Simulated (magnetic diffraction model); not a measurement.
**FeSb2S2O2: what an assumed order does to the neutron pattern**

Space group P2_1/c (no. 14), a = 6.4990 Å, b = 9.8860 Å, c = 9.5120 Å, β = 91.19°.

| site | atom | x | y | z |
| --- | --- | --- | --- | --- |
| 4e | Sb | 0.4904 | 0.1651 | 0.8205 |
| 4e | Sb | 0.0142 | 0.6742 | 0.3335 |
| 4e | Fe | 0.7803 | 0.9950 | 0.4973 |
| 4e | S | 0.7616 | 0.1830 | 0.3356 |
| 4e | S | 0.0134 | 0.3911 | 0.1514 |
| 4e | O | 0.4980 | 0.8547 | 0.3990 |
| 4e | O | 0.7514 | 0.8369 | 0.6868 |

The compound is invented for this exercise: a known structure type with other elements, its cell scaled to their sizes and not relaxed.

Only Fe is taken to order (form factors of Fe2+); orders and moment sizes are assumed, and not adapted to the symmetry. Radiation: neutrons of λ = 2.36 Å, 3° to 45°; isotropic B of 0.46 Å² (Sb), 0.52 Å² (Fe), 0.75 Å² (S) and 0.65 Å² (O). Simulated constant-wavelength pattern: nuclear and magnetic terms add, the magnetic one as |2.695 fm × Σ f S⊥ exp(2πi Q·r) exp(−B s²)|², summed over all Q at one angle with the factor 1/(sin²θ cos θ). For collinear order S is the moment m, which repeats by lattice and centring translations R with the sign exp(−2πi k·R). Free-ion form factors, Sears's scattering lengths of 1992, no absorption; a label names one of the reflections at its angle. The strongest nuclear line in the range is 100, and lines under 0.2 are left out.

Assume the order k = (1/2 1/2 0), collinear moments along [111], 3.41 μB on Fe; signs + at (0.7803, 0.9950, 0.4973), + at (0.2197, 0.4950, 0.0027), − at (0.7803, 0.5050, 0.9973), − at (0.2197, 0.0050, 0.5027).

Predict the pattern, nuclear and magnetic parts apart.

```csv
2θ (°),index,nuclear,magnetic
12.48,(1/2 -1/2 0),0.0,29.5
18.82,(1/2 1/2 -1),0.0,13.2
19.15,(1/2 1/2 1),0.0,1.5
19.83,(0 1 1),100.0,0.0
20.93,(1 0 0),0.2,0.0
23.16,(1/2 3/2 0),0.0,3.5
25.10,(1 1 0),2.6,0.0
27.18,(1/2 3/2 -1),0.0,2.9
27.42,(1/2 -3/2 1),0.0,5.0
27.62,(0 2 0),0.6,0.0
28.74,(0 0 2),0.3,0.0
28.76,(1 1 -1),0.3,0.0
29.20,(1 1 1),0.5,0.0
31.23,(1/2 1/2 -2),0.0,2.6
31.64,(1/2 -1/2 2),0.0,2.6
32.38,(3/2 1/2 0),0.0,2.6
34.91,(1 2 0),2.0,0.0
35.27,(3/2 1/2 -1),0.0,3.1
35.45,(1 0 -2),0.4,0.0
35.82,(3/2 1/2 1),0.0,2.2
36.18,(1 0 2),0.2,0.0
36.35,(1/2 -5/2 0),0.0,1.8
37.05,(1/2 3/2 -2),0.0,2.9
37.71,(1 2 -1),22.2,0.0
38.05,(3/2 3/2 0),0.0,2.6
38.06,(1 2 1),10.9,0.0
38.18,(1 1 -2),8.7,0.0
38.86,(1 1 2),1.6,0.0
39.14,(1/2 5/2 -1),0.0,2.1
39.31,(1/2 5/2 1),0.0,0.4
40.28,(0 2 2),34.6,0.0
40.58,(3/2 3/2 -1),0.0,1.6
41.07,(3/2 3/2 1),0.0,0.5
42.59,(2 0 0),0.4,0.0
43.37,(3/2 1/2 -2),0.0,1.7
44.30,(3/2 1/2 2),0.0,0.5
44.54,(0 3 1),4.5,0.0
```

The strongest magnetic line in the range is (1/2 -1/2 0) at 12.48° (29.5). On top of the Lorentz factor, which all lines share, magnetic lines fade with angle because f falls: for Fe2+ it is 0.90, 0.68, 0.45 and 0.15 at sin θ/λ = 0.1, 0.2, 0.3 and 0.5 Å⁻¹, while nuclear lengths stay constant. The order has no net moment.

[Logs are printed without paths, hosts, clocks, repeated set-up lines and the standing remarks that a program may print on its own settings, such as how far it seeks lower states.]
